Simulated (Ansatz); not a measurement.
**HCl (I4/mmm): following an unstable mode**

Which phase does HCl (I4/mmm) fall into along its unstable mode, and how much energy does it gain?

Method: DFT PBEsol, scalar-relativistic, plane waves, PAW, in Ansatz 0.2.0.

Most raw output is cut from this account.

The database entry behind the starting cell is an old determination (1933), so it need not match the best structure at ambient conditions.

## 1. Set-up

It takes space group I4/mmm (No. 139, tetragonal). The conventional cell has a = 5.328 Å, b = 5.328 Å, c = 3.067 Å, α = 90.00°, β = 90.00°, γ = 90.00°. H has 2 Cl at 1.53 Å nearest. Cl has 2 H at 1.53 Å nearest. Farther neighbours and most contacts between anions are not listed.

Coordinates:

```cif
data_structure
_symmetry_space_group_name_H-M 'P 1'
_symmetry_Int_Tables_number 1
_cell_length_a 5.3283
_cell_length_b 4.0679
_cell_length_c 4.0677
_cell_angle_alpha 81.829
_cell_angle_beta 49.087
_cell_angle_gamma 49.084
_cell_volume 43.54
loop_
_atom_site_label
_atom_site_type_symbol
_atom_site_fract_x
_atom_site_fract_y
_atom_site_fract_z
_atom_site_occupancy
H1 H 0.00000 0.00000 0.00000 1
Cl2 Cl 0.50000 0.50000 0.50000 1
```

## 2. Response at finite wavevector

The cell comes from relaxations at this level that are not shown. Stability and thermal properties need the whole zone. Linear response on a 2×2×2 q mesh gives force constants as far as a supercell of that size would, and the tensors from the zone-centre run are typed in so that the long-range dipole term is interpolated apart.

input.yaml reads:

```yaml
crystal:
  lattice:
    - [0.0, 3.7676009632, 3.7677657129]
    - [1.5335275155, 0.0, 3.7677657129]
    - [1.5335275155, 3.7676009632, 0.0]
  atoms:
    - { symbol: H, position: [0.0, 0.0, 0.0] }
    - { symbol: Cl, position: [0.5, 0.5, 0.5] }
kpoints:
  mp_grid: { grid: [8, 8, 8] }
hamiltonian:
  xc: pbesol
scf:
  occupations: { method: fixed }
output:
  eigenvalues: true
phonons:
  method: dfpt
  qmesh: [2, 2, 2]
  temperatures: { t_max: 1000, t_step: 50 }
  qpath:
    path:
      - [[0.0, 0.0, 0.0], [-0.49997814, 1.093e-05, -0.49998907], [4.373e-05, 0.50002186, -0.49997814], [0.0, 0.0, 0.0], [0.0, 0.33283318, 0.33283318]]
      - [[4.373e-05, 0.66718868, -0.33281132], [4.373e-05, 0.50002186, -0.49997814]]
      - [[-0.49997814, 1.093e-05, -0.49998907], [-0.49997814, 0.25001093, -0.24998907], [2.186e-05, 0.50001093, 1.093e-05], [0.0, 0.0, 0.0]]
    npoints: 10
  non_analytic_term:
    high_frequency_dielectric_tensor: [[7.5537, 0.0, 0.0], [0.0, 1.8863, 0.0], [0.0, 0.0, 1.8862]]
    born_effective_charges:
      - { species: H, tensor: [[6.1223, 0.0, 0.0], [0.0, 0.2548, 0.0], [0.0, 0.0, 0.255]] }
      - { species: Cl, tensor: [[-6.1223, 0.0, 0.0], [0.0, -0.2548, 0.0], [0.0, 0.0, -0.255]] }
    source: "zone-centre run at this cell"
```

Started as:

```
> ansatz run input.yaml --threads 4 --pin off --max-ram 7168MiB --backend cpu --events-out ev --progress --plain --runs-dir out
```

Run time: 29 s. Hardware: 4 threads of Arm Neoverse V2, shared host; peak memory 0.59 GiB.

This step gave:

* gap on the k-mesh: 2.888 eV
* volume per atom: 21.77 Å³
* sum-rule residual before enforcement: 1.99e-4 eV/Å²
* lowest frequency on the path: -1974 cm⁻¹
* point group: mmm
* highest frequency on the path or at a solved wavevector: 1945 cm⁻¹
* highest optical mode at the zone centre (no LO-TO term): -911.0 cm⁻¹
* lowest optical zone-centre mode: -1974 cm⁻¹
* lowest mode on the q mesh (acoustic modes at Γ apart): -1974 cm⁻¹

Frequencies (cm⁻¹) solved at each irreducible wavevector; negative means imaginary. Frequencies by wavevector, by row:

```csv
q in reciprocal lattice units,star,mode 1,mode 2,mode 3,mode 4,mode 5,mode 6
0 0 0,1,-1974,-911,-911,0,0,0
0 0 -0.5,4,-165.1,-164.7,455.5,647.6,653.2,1869
0 -0.5 -0.5,1,-1974,-897.2,-897.2,36.5,36.5,40.4
-0.5 0 -0.5,1,-1974,-912.7,-888.9,-5.8,28.2,36.4
-0.5 -0.5 0,1,-1974,-912.7,-888.9,-5.8,28.2,36.4
```

Interpolated from a 2×2×2 q mesh, rough between the solved points, with the LO-TO term (at Γ the limit along the path; where Γ stands inside the path, tables give the limit on arrival). Phonon branches along the path, in cm⁻¹:

```csv
point,branch 1,branch 2,branch 3,branch 4,branch 5,branch 6
Γ,-1974,-911,-889,0,0,0
halfway,-1974,-912,-889,-4,20,26
X,-1974,-913,-889,-6,28,36
halfway,-1974,-904,-894,26,35,36
M,-1974,-897,-897,36,36,40
halfway,-1974,-908,-891,21,28,29
Γ,-1974,-911,-889,0,0,0
halfway,-235,-235,303,377,377,1945
Z,-228,-228,309,386,386,1786
jump to Z0,-228,-228,309,386,386,1786
halfway,-716,-716,-146,70,70,321
M,-1974,-897,-897,36,36,40
jump to X,-1974,-913,-889,-6,28,36
halfway,-491,-484,138,142,186,1628
P,-165,-165,455,650,650,1868
halfway,-165,-165,456,649,652,1868
N,-165,-165,456,648,653,1869
halfway,-490,-487,138,138,188,1823
Γ,-913,-911,0,0,0,1181
```

Symmetry leaves 5 wavevectors to solve. The lowest mode among them, the acoustic zeros apart, lies at q = (-0.5, 0, -0.5) and is imaginary, 1973.8i cm⁻¹, so the energy falls along it.

## 3. The mode frozen in, largest atomic shift 0 Å

The mode followed lies at q = (-0.5, 0, -0.5) with frequency 1973.9i cm⁻¹, the softest among the wavevectors solved. At small amplitude the distorted cell has space group no. 63 by a symmetry search on the positions. The undistorted cell that holds it gives the zero of energy on the same k mesh.

System of this step: HCl. It takes space group I4/mmm (No. 139, tetragonal). The conventional cell has a = 5.328 Å, b = 5.328 Å, c = 3.067 Å, α = 90.00°, β = 90.00°, γ = 90.00°. Nearest to H lie 2 Cl at 1.53 Å. Cl has 2 H at 1.53 Å nearest. Farther neighbours and most contacts between anions are not listed.

input.yaml reads:

```yaml
crystal:
  lattice:
    - [-3.067055031, 0.0, 0.0]
    - [-1.5335275155, 0.0, 3.7677657129]
    - [0.0, 7.5352019263, 0.0]
  atoms:
    - { symbol: H, position: [0.5, 0.0, 0.5] }
    - { symbol: H, position: [1.0, 0.0, 0.0] }
    - { symbol: Cl, position: [0.0, 1.0, 0.5] }
    - { symbol: Cl, position: [0.5, 0.0, 0.0] }
kpoints:
  mp_grid: { grid: [8, 8, 4] }
hamiltonian:
  xc: pbesol
scf:
  occupations: { method: gaussian, width: 0.02 }
output:
  forces: true
  stress: true
  eigenvalues: true
```

The job ended after 0.91 s (4 threads; peak memory 0.36 GiB; 3.2 s of CPU time).

This step gave:

```yaml
pressure: -0.001235 GPa
gap_on_the_k_mesh: 2.873 eV
energy_from_the_undistorted_cell: 0 meV/atom
```

At this level the gap is 2.87 eV on the k-mesh of the self-consistent run, which can miss the band edges.

## 4. The mode frozen in, largest atomic shift 0.22 Å

The atoms are moved along the unstable eigenvector, the largest shift by 0.22 Å, with the cell fixed.

input.yaml, the sections that differ from step 3:

```yaml
crystal:
  lattice:
    - [-3.067055031, 0.0, 0.0]
    - [-1.5335275155, 0.0, 3.7677657129]
    - [0.0, 7.5352019263, 0.0]
  atoms:
    - { symbol: H, position: [0.5717300465, 0.0, 0.5] }
    - { symbol: H, position: [0.9282699535, 0.0, 0.0] }
    - { symbol: Cl, position: [-0.0020416589, 1.0, 0.5] }
    - { symbol: Cl, position: [0.5020416589, 0.0, 0.0] }
# kpoints, hamiltonian, scf, output: as in step 3
```

It took 0.96 s on 4 threads; peak memory 0.36 GiB; 3.4 s of CPU time.

This step gave:

| Item | Value |
| --- | --- |
| pressure | 3.857 GPa |
| gap on the k-mesh | 4.381 eV |
| energy from the undistorted cell | -76.35 meV/atom |

The energy, extrapolated to zero smearing, is -76.35 meV/atom against the undistorted cell.

The run ends at a pressure of 3.86 GPa, with forces up to 0.016 eV/Å.

## 5. Energy along the mode, all amplitudes (two of the runs are shown above)

An imaginary frequency means negative curvature, so the energy should fall and then rise again as anharmonic terms take over.

Numbers from this step:

| Property | Result |
| --- | --- |
| depth at the lowest point sampled | 76.35 meV/atom |
| largest atomic shift at that point | 0.22 Å |

Table of energy from the parent by largest atomic shift:

```csv
largest atomic shift (Å),energy from the parent (meV/atom)
0.000,0
0.040,-5.77
0.080,-21.3
0.140,-52.2
0.220,-76.3
0.320,-3.14
0.450,474
```

Displacement at unit largest shift by atom:

```csv
atom,x (Å),y (Å),z (Å),size
H1,-1.00,0.00,0.00,1.00
H2,1.00,0.00,0.00,1.00
Cl3,0.03,0.00,0.00,0.03
Cl4,-0.03,0.00,0.00,0.03
```

The lowest of the steps tried is at 0.22 Å, 76.3 meV/atom below the parent; the bottom of the well need not coincide with a step.

## 6. Relaxing from the distorted cell

Starting from the lowest point found, all atoms and the cell are let go, so that strain and other modes of the same symmetry can join in.

input.yaml, as its differences from that of step 4:

```diff
@@ -15,3 +15,3 @@
 scf:
-  occupations: { method: gaussian, width: 0.02 }
+  occupations: { method: fixed }
 output:
@@ -20 +20,6 @@
   eigenvalues: true
+relax:
+  adjacent_minimum: "off"
+  f_tol: 0.002
+  max_steps: 120
+  cell: { stress_tol: 0.03 }
```

Wall time 45 s (4 threads); peak memory 0.4 GiB; 2.8 min of CPU time.

The steps of the relaxation (22 of 47):

```csv
step,energy less that of the first step (eV),largest force component (eV/Å),pressure (GPa),volume (Å³)
1,0.0000,0.0161,3.86,87.08
3,-0.3360,0.3167,0.62,95.09
5,-0.4332,0.3771,0.75,100.98
8,-0.4786,0.0025,-0.24,97.40
10,-0.4919,0.1850,-0.51,83.59
12,-0.4965,0.0044,0.00,82.18
14,-0.4964,0.0004,0.00,82.88
16*,-0.5217,0.0939,0.20,82.64
19,-0.5700,0.0372,0.23,83.35
21,-0.5945,0.0964,-0.05,81.63
23,-0.6035,0.0356,0.13,79.96
25,-0.6040,0.0105,-0.08,83.47
27,-0.6056,0.0124,-0.07,83.04
29,-0.6077,0.0148,-0.02,82.51
32,-0.6078,0.0037,-0.01,82.42
34*,-0.6189,0.0386,0.09,82.43
36,-0.6313,0.0641,0.22,83.34
38,-0.6334,0.0218,-0.06,85.14
40*,-0.6362,0.0012,0.02,84.74
43,-0.6364,0.0069,0.02,85.14
45,-0.6363,0.0094,0.01,85.65
47*,-0.6366,0.0005,0.00,85.68
```

Relaxation steps marked * repeat the geometry before them on a plane-wave basis chosen anew for their cell, so energy and pressure can jump there. Other such steps can lie between the rows shown.

Forces are held to the 8 operations that the run works with; a distortion that breaks them can't arise in this run.

```csv
cell as run,before,after,change
a (Å),3.067,5.799,+89.1 %
b (Å),4.068,3.599,-11.5 %
c (Å),7.535,6.932,-8.0 %
γ (°),67.85,36.32,-46.5 %
volume (Å³/atom),21.77,21.42,-1.6 %
```

The atoms that moved most (Å, as changes of fractional coordinates times the final cell):

```csv
atom,dx,dy,dz,length
H1,-0.682,0.000,0.000,0.682
H2,0.682,0.000,0.000,0.682
Cl4,-0.486,0.000,0.000,0.486
Cl3,0.486,0.000,0.000,0.486
```

Final coordinates:

```xyz
4
Lattice="-5.7988 0.0000 0.0000 -2.8994 0.0000 2.1315 0.0000 6.9317 0.0000" Properties=species:S:1:pos:R:3 pbc="T T T"
H    -3.9971    3.4658    0.0000
H    -4.7012    0.0000    0.0000
Cl   -2.4018    3.4658    2.1315
Cl   -3.3971    0.0000    0.0000
```

Numbers from this step:

| Item | Value |
| --- | --- |
| pressure | -0.002063 GPa |
| gap on the k-mesh | 5.279 eV |
| volume per atom | 21.42 Å³ |

The distorted start has space group Cmcm; the relaxation ends in Cmcm.

## 7. The new phase in its own primitive cell

The relaxed structure is symmetrised, reduced to its primitive cell and relaxed tightly, as its phonons need.

input.yaml reads:

```yaml
crystal:
  lattice:
    - [2.1315440166, -2.8994234084, 0.0]
    - [2.1315440166, 2.8994234084, 0.0]
    - [0.0, 0.0, 6.931689064]
  atoms:
    - { symbol: H, position: [0.0607160365, 0.9392839635, 0.25] }
    - { symbol: H, position: [0.9392839635, 0.0607160365, 0.75] }
    - { symbol: Cl, position: [0.8358190878, 0.1641809122, 0.25] }
    - { symbol: Cl, position: [0.1641809122, 0.8358190878, 0.75] }
kpoints:
  mp_grid: { grid: [6, 6, 4] }
hamiltonian:
  xc: pbesol
scf:
  occupations: { method: fixed }
output:
  forces: true
  stress: true
  eigenvalues: true
relax:
  adjacent_minimum: "off"
  f_tol: 0.001
  max_steps: 60
  cell: { stress_tol: 0.01 }
```

Run time: 1.3 s. Hardware: 4 threads; peak memory 0.36 GiB.

Little changed from the start: no atom moved by 0.005 Å and no cell edge by 0.1 %.

A gap read on the k-mesh alone can miss the band edges.

Numbers from this step:

- pressure: -0.001427 GPa
- direct gap on mesh: 5.279 eV

The largest force component left is 0.78 meV/Å and the pressure is -0.001 GPa, within the tolerances set. The cell now holds 21.42 Å³/atom.

## 8. Results

```json
{
 "unstable mode of the parent": "q = (-0.5, 0, -0.5), 1974i cm⁻¹",
 "depth at the lowest point sampled": "76.3 meV/atom",
 "largest atomic shift at that point": "0.22 Å",
 "space group reached (within 0.01 Å)": "Cmcm",
 "energy gained over the parent (first relaxation, on the mesh of the frozen mode)": "235 meV/atom",
 "volume per atom, phase reached": "21.4 Å³",
 "gap on the k-mesh, phase reached": "5.28 eV"
}
```

Along this mode the structure falls into Cmcm, 235 meV/atom below the parent. At the parent's cell the well is 76.35 meV/atom deep on the steps tried, with its lowest point at a shift of 0.22 Å. Relaxing atoms and cell changes the gain by +159.15 meV/atom against the lowest step (energies at zero smearing). Most of the total comes from this relaxation. The modes of the phase reached were not computed on this path. Each path keeps the symmetry of its pattern, so a lower phase may lie along a pattern not tried. The q mesh stands for a supercell only 6.1 Å across, so branches between the solved wavevectors are rough. Molecules or layers are held here by dispersion, which a functional without a dispersion term lacks, so the volume and the soft modes are poorly fixed (LDA binds such crystals far too tightly, GGAs too loosely). The relaxed cell left the space group of the starting entry, even within 0.1 Å, so it may not be the phase that the entry, or a measurement on it, describes.

[Logs are printed without paths, hosts, clocks, repeated set-up lines and the standing remarks that a program may print on its own settings, such as how far it seeks lower states.]

[Hosts, paths, dates, database ids (printed as entryN), source tags and the programs' standing remarks are cut or masked in the printed files.]
